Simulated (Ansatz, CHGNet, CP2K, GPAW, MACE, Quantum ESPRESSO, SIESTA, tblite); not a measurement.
## Finding the fault: GPAW, twisted Ti2CO2 MXene bilayer, 21.79° (70 atoms)

Program: GPAW 26.7.0, a calculation on a cell of 14 C, 28 Ti and 28 O, with vacuum.

Input file run.py:

```python
import numpy as np
from ase.io import read
from gpaw import GPAW, FermiDirac

atoms = read("structure.xyz")
atoms.calc = GPAW(
    mode="lcao",
    basis="dzp",
    h=0.45,
    xc="PBE",
    kpts={"size": (1, 1, 1), "gamma": True},
    occupations=FermiDirac(0.05),
    maxiter=60,
    symmetry={"point_group": False},
    txt="gpaw.txt",
)
energy = atoms.get_potential_energy(force_consistent=True)
forces = atoms.get_forces()
print(f"energy {energy:.6f} eV")
print("forces (eV/A)")
for i, (a, f) in enumerate(zip(atoms, forces)):
    print(f"{i:4d} {a.symbol:2s} {f[0]:10.5f} {f[1]:10.5f} {f[2]:10.5f}")
print(f"Fermi level {atoms.calc.get_fermi_level():.4f} eV")
for k in range(len(atoms.calc.get_ibz_k_points())):
    for s in range(atoms.calc.get_number_of_spins()):
        e = atoms.calc.get_eigenvalues(kpt=k, spin=s)
        n = np.searchsorted(e, atoms.calc.get_fermi_level())
        print(f"k {k} spin {s} levels about the Fermi level:", np.round(e[max(n - 6, 0):n], 4).tolist(), "|", np.round(e[n:n + 6], 4).tolist())
```

Input file structure.xyz:

```xyz
70
Lattice="8.01660 0.00000 0.00000 -4.00830 6.94258 0.00000 0.00000 0.00000 23.86000" Properties=species:S:1:pos:R:3 pbc="T T T"
C 3.98950 6.93237 8.24625
Ti 0.57034 1.67129 9.53374
Ti 1.77047 0.33699 6.91248
O 1.73062 0.31533 10.41441
O 0.55599 1.71155 5.97788
C -0.59295 2.99454 8.24053
Ti 0.01924 4.62390 9.54424
Ti 1.12798 3.31765 6.90127
O 1.15299 3.34514 10.43493
O -0.02854 4.67749 5.98886
[... 56 atom lines left out ...]
Ti -1.15956 3.29294 16.98212
Ti -0.53475 1.63060 14.34225
O -0.56188 1.61262 17.85324
O -1.15106 3.34084 13.43413
```

The run is started by

```console
$ OMP_NUM_THREADS=1 python run.py > output.txt
```

The program printed:

```text
energy -105.293572 eV
forces (eV/A)
   0 C   -71.56636  -38.33443  -50.02614
   1 Ti   -4.76421    2.76958    1.92547
   2 Ti   -0.68141    6.12139    1.39628
   3 O   -13.20351 -141.43820  -25.89783
   4 O   271.56659 -119.41761   78.26719
   5 C   -69.11670  -50.18670  -61.69276
   6 Ti   -1.44826    2.41902    2.76436
   7 Ti   -1.82013    2.86206    2.07021
   8 O    74.76957   49.13978  -52.97451
   9 O    31.16027 -138.12582   74.49868
  10 C   -16.88983   50.12835    0.42439
  11 Ti    2.10490    4.32420    1.57069
  12 Ti   -1.60037   -3.49642    0.31074
  13 O    51.73952  -73.56585   64.66393
  14 O    89.75616  -35.20486  156.19609
  15 C   -14.84416   11.81240  -82.62047
  16 Ti    3.42726   -2.23578   -1.79928
  17 Ti   -0.18818   -1.18402    2.33546
  18 O  -110.24498  -69.00161   -8.23314
  19 O  -126.90534  -95.37742  146.68130
  20 C    78.47687  -38.09174  -38.97488
  21 Ti   -1.90854   -4.30462    1.74622
  22 Ti    5.03674   -4.33461    2.96772
  23 O  -160.98434   67.83944  -25.68804
[...]
62 Ti    1.01636    0.16683   -2.26110
  63 O   106.65985  -91.23134 -143.76862
  64 O    17.90163  -39.46113   82.57740
  65 C   133.66941   43.18776  107.25472
  66 Ti    1.22269    2.07743   -4.55220
  67 Ti    0.72417    6.01740   -1.85030
  68 O   -53.55247 -133.86617 -158.17322
  69 O   -72.84752   63.20180   21.31716
Fermi level 3.0728 eV
k 0 spin 0 levels about the Fermi level: [2.3424, 2.3968, 2.5241, 2.6271, 2.8402, 2.8937] | [3.253, 3.3357, 3.367, 3.4186, 3.4526, 3.4697]
```

gpaw.txt:

```text
Input parameters:
  mode=LCAO(),
  basis={'default': 'dzp'},
  h=0.45,
  kpts=MonkhorstPack(size=(1, 1, 1), gamma=True),
  maxiter=60,
  occupations=Occupations(name='fermi-dirac', width=0.05, fixmagmom=False),
  symmetry=Symmetry(point_group=False),
  xc=XC(name='PBE')
Unit cell  # Å
| periodic |         x |        y |         z |   lengths |     angles |
|----------|-----------|----------|-----------|-----------|------------|
|      yes |  8.016600 | 0.000000 |  0.000000 |  8.016600 |  90.000000 |
[... lines left out ...]
  Fermi-Dirac:
[... lines left out ...]
convergence criteria:
- Maximum [total energy] change in last 3 cyles: 0.0005 eV / valence electron
[... lines left out ...]
Converged in 26 steps
SCF loop duration: 138.261 s (5.318 s/step)
Energy contributions relative to reference atoms: (reference = -721803.057935)
Energy contributions:
  Kinetic:         369.092084
  Coulomb:        -327.188411
  Zero:            351.735749
  External:          0.000000
  Xc:             -498.895774
  Entropy:          -0.037220
  Spinorbit:         0.000000
  ----------------------------
  Free energy:    -105.293572
  Extrapolated:   -105.274962
dipole moment: (22.496282, 23.329541, 0.309212)  # |e|*Ang
Fermi level: 3.073
Eigenvalues  # (at kpt = [0.000, 0.000, 0.000])
| band index |      eig [eV] | occ [0-2] |
|------------|---------------|-----------|
|          0 |       -54.881 |     2.000 |
|        ... |               |           |
|        272 |         1.647 |     2.000 |
|        273 |         1.805 |     2.000 |
[...]
|        287 |         3.534 |     0.000 |
|        ... |               |           |
|        339 |         5.193 |     0.000 |
Gap: 0.359 eV
Transition (v -> c):
  (s=0, k=0, n=279, [0.00, 0.00, 0.00]) -> (s=0, k=0, n=280, [0.00, 0.00, 0.00])
No difference between direct/indirect transitions
Force computation time: 13.853  # s
timing:  # [seconds]
  Total:  162.624  # ━━━━━━━━━━━━━━━━━━━━━━━━━━━━━━━━━━━━━━━━━━━━━━━━━━━━━━━━
  Init:    10.472  # ━━━╸
  SCF:    138.261  # ━━━━━━━━━━━━━━━━━━━━━━━━━━━━━━━━━━━━━━━━━━━━━━━╸
  Forces:  13.853  # ━━━━━
```

Run time: 2.7 min. Hardware: 1 thread of Arm Neoverse V1, shared host; peak memory 0.46 GiB.

Banners, paths, timers and routine set-up lines are dropped from the logs unmarked, and long logs keep their key lines alone; longer cuts are marked.

Against a plane-wave PBE reference:

- r.m.s. difference of force components: 79260 meV/Å
- longest difference of force vectors: 363000 meV/Å
- force difference over r.m.s. force: 15850 %
- slope of forces against the reference's: -6.601

Why should this run not be trusted?

A grid far too coarse: grid spacing 0.45 Å. The sound run has grid spacing 0.18 Å.

The run converged all the same, so the exit status doesn't show the fault.

[Also dropped from logs without a mark: logging warnings of Python, and SIESTA's first energy breakdown and zero terms.]

[Logs are printed without paths, hosts, clocks, repeated set-up lines and the standing remarks that a program may print on its own settings, such as how far it seeks lower states.]

[Hosts, paths, dates, database ids (printed as entryN), source tags and the programs' standing remarks are cut or masked in the printed files.]
